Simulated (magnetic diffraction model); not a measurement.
## Hf9CoReMo3: what an assumed order does to the neutron pattern

Space group P6_3/mmc (no. 194), a = 8.6990 Å, c = 8.2780 Å.

| site | atom | x | y | z |
| --- | --- | --- | --- | --- |
| 2a | Re | 0 | 0 | 1/2 |
| 6h | Hf | 0.5379 | 0.4621 | 1/4 |
| 12k | Hf | 0.8045 | 0.1955 | 0.5625 |
| 6h | Mo | 0.8921 | 0.1079 | 1/4 |
| 2c | Co | 1/3 | 2/3 | 1/4 |

The compound is invented for this exercise: a known structure type with other elements, its cell scaled to their sizes and not relaxed.

Only Co is taken to order (form factors of Co2+); orders and moment sizes are assumed, and not adapted to the symmetry. Radiation: neutrons of λ = 1.594 Å, 5° to 50°; isotropic B of 0.44 Å² (Re), 0.43 Å² (Hf), 0.38 Å² (Mo) and 0.55 Å² (Co). The intensities are simulated: I ∝ L Σ (|F_N|² + |F_M⊥|²) for unpolarised neutrons, with F_M = 2.695 fm/μB × Σ f(s) S exp(2πi Q·r) exp(−B s²) at Q = H ± k (one set where k and −k are equivalent), only the part normal to Q counting and L = 1/(sin²θ cos θ). For collinear order S is the moment m, which repeats by lattice and centring translations R with the sign exp(−2πi k·R). Form factors are spin-only for 3d ions and dipole or tabulated for f ions, scattering lengths are Sears's of 1992, and absorption is left out. A label names one of the reflections at its angle. The strongest nuclear line in the range is 100, and lines under 0.2 are left out.

Assume the order k = (0 0 0), collinear moments along [101], 1.96 μB on Co; signs + at (1/3, 2/3, 1/4), − at (2/3, 1/3, 3/4).

Predict the pattern, nuclear and magnetic parts apart.

```csv
2θ (°),index,nuclear,magnetic
11.05,(0 0 1),0.0,0.8
12.15,(1 0 0),16.0,2.2
16.45,(1 0 1),0.0,0.7
21.12,(1 1 0),0.3,0.0
22.20,(0 0 2),0.2,0.0
23.89,(1 1 1),0.0,1.2
24.43,(2 0 0),0.2,0.4
25.38,(1 0 2),2.2,0.6
26.88,(2 0 1),0.1,0.2
30.83,(1 1 2),0.2,0.0
32.51,(2 1 0),14.8,0.4
33.25,(2 0 2),15.8,0.3
34.44,(2 1 1),2.6,0.2
35.83,(1 0 3),22.8,0.1
37.01,(3 0 0),13.9,0.0
38.74,(3 0 1),69.5,0.3
39.72,(2 1 2),100.0,0.4
40.01,(1 1 3),0.0,0.2
41.96,(2 0 3),52.9,0.1
43.00,(2 2 0),33.1,0.0
43.58,(3 0 2),4.9,0.0
45.30,(0 0 4),12.2,0.0
46.33,(3 1 1),5.8,0.1
47.08,(1 0 4),3.1,0.1
47.43,(2 1 3),0.6,0.1
48.91,(2 2 2),7.8,0.0
```

The strongest magnetic line in the range is (1 0 0) at 12.15° (2.2). On top of the Lorentz factor, which all lines share, magnetic lines fade with angle because f falls: for Co2+ it is 0.91, 0.71, 0.49 and 0.18 at sin θ/λ = 0.1, 0.2, 0.3 and 0.5 Å⁻¹, while nuclear lengths stay constant. The order has no net moment.

[Logs are printed without paths, hosts, clocks, repeated set-up lines and the standing remarks that a program may print on its own settings, such as how far it seeks lower states.]
